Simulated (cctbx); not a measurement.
**Accept or mend?**

Cell a = 15.0370 Å, b = 15.0370 Å, c = 8.7220 Å, α = 90.00°, β = 90.00°, γ = 120.00°; space group R3m (no. 160).

Simulated single-crystal data (cctbx): Mo Kα, λ = 0.71073 Å, to d = 0.77 Å, 50 % of the full sphere, strongest reflection 40000 counts, noise from counting, a 6 % proportional error and a noise floor of 15 counts (s.d.); no absorption, and some extinction, which the refinements don't model.

An anisotropic refinement with weights 1/σ² prints:

```text
Rint 0.040, 931 unique reflections to 0.77 A
cycle     R1     wR2    GooF  max shift (A)
   1  0.2045  0.4931  10.947   0.03118
   3  0.0798  0.2287   5.078   0.00002
final R1 0.0798 wR2 0.2287 GooF 5.078  parameters 54  data/parameter 17.2
atom        x        y        z      Ueq    occ   su(xyz)  su(Uiso or U11)
Mn1    0.00000  0.00000  0.62395  -0.0143  1.000  0.00034  0.0008  NPD
Mn2    0.85359  0.51662  0.15271   0.0088  1.000  0.00027  0.0010
Sr1    0.72829  0.45658  0.64179   0.0358  1.000  0.00026  0.0011
Mn3    0.78541  0.57082  0.39884   0.0099  1.000  0.00041  0.0010
Mg1    0.02641  0.65839  0.97341   0.0086  1.000  0.00060  0.0023
Mg2    0.22237  0.77763  0.16393   0.0124  1.000  0.00087  0.0024
Mg3    0.21646  0.78354  0.78642   0.0143  1.000  0.00092  0.0026
Mg4    0.80129  0.60259  0.89721   0.0122  1.000  0.00091  0.0025
Mg5    0.00000  0.00000  0.01496   0.0161  1.000  0.00171  0.0039
difference map: max 8.88 min -2.49 rms 0.48
Q1    0.0000  0.0000  0.6298    3    8.96  0.05 A from Mn1
Q2    0.1146  0.2292  0.0590    9    3.03  0.12 A from Mn3
Q3    0.0000  0.0000  0.9952    3    2.82  0.17 A from Mg5
Q4    0.1525  0.4815  0.4913   18    2.45  0.06 A from Mn2
Q5    0.2242  0.4483  0.1774    9    1.91  0.13 A from Mg2
Q6    0.0000  0.0000  0.4282    3    1.68  1.71 A from Mn1
```

**Question.** Can this result stand? If not, what is the likely fault?

Mend it. The fault: elements exchanged: Sr1 is Mn and Mn1 is Sr. Against the right model at the same level, R1 goes from 0.0211 to 0.0798 and GooF from 1.01 to 5.08, U of Mn1 shrinks from 0.0108 to -0.0143 Å², U of Sr1 swells from 0.0144 to 0.0358 Å², the top difference peak, 9.0 e/Å³, lies on Mn1 and Mn1 goes non-positive-definite. Sr1 has 13 electrons too many and its U swells to shed them, as expected; Mn1 has 13 electrons too few and its U shrinks to make up, as expected.

The compound is SrMg16Mn12. The right model at the same level gives:

```text
Rint 0.040, 931 unique reflections to 0.77 A
cycle     R1     wR2    GooF  max shift (A)
   1  0.0285  0.0745   1.653   0.00731
   2  0.0211  0.0457   1.015   0.00003
final R1 0.0211 wR2 0.0457 GooF 1.015  parameters 54  data/parameter 17.2
atom        x        y        z      Ueq    occ   su(xyz)  su(Uiso or U11)
Sr1    0.00000  0.00000  0.62423   0.0108  1.000  0.00005  0.0002
Mn1    0.85358  0.51685  0.15298   0.0115  1.000  0.00005  0.0002
Mn2    0.72825  0.45651  0.64144   0.0144  1.000  0.00007  0.0002
Mn3    0.78521  0.57042  0.39900   0.0127  1.000  0.00008  0.0002
Mg1    0.02697  0.65897  0.97341   0.0135  1.000  0.00012  0.0005
Mg2    0.22284  0.77716  0.16505   0.0164  1.000  0.00017  0.0005
Mg3    0.21724  0.78276  0.78836   0.0174  1.000  0.00019  0.0005
Mg4    0.80117  0.60234  0.89673   0.0148  1.000  0.00018  0.0005
Mg5    0.00000  0.00000  0.01344   0.0166  1.000  0.00030  0.0007
Flack x: 0.004(7)
Hooft y: 0.002(8)  Bijvoet pairs: 443
difference map: max 0.39 min -0.77 rms 0.14
Q1    0.1096  0.2192  0.8314    9    0.40  1.51 A from Mn1
Q2    0.0672  0.0336  0.1556    9    0.39  1.52 A from Mg5
Q3    0.0000  0.0000  0.7531    3    0.39  1.12 A from Sr1
Q4    0.1639  0.0398  0.2539   18    0.38  1.59 A from Mg3
Q5    0.0946  0.1893  0.9564    9    0.35  1.14 A from Mn3
Q6    0.2209  0.1105  0.7508    9    0.35  1.55 A from Mn1
```

The model was made for the exercise: a known structure type with other elements put in, its volume estimated, not relaxed; displacement parameters are assumed.

[Middle refinement cycles are left out of these outputs.]

[Logs are printed without paths, hosts, clocks, repeated set-up lines and the standing remarks that a program may print on its own settings, such as how far it seeks lower states.]
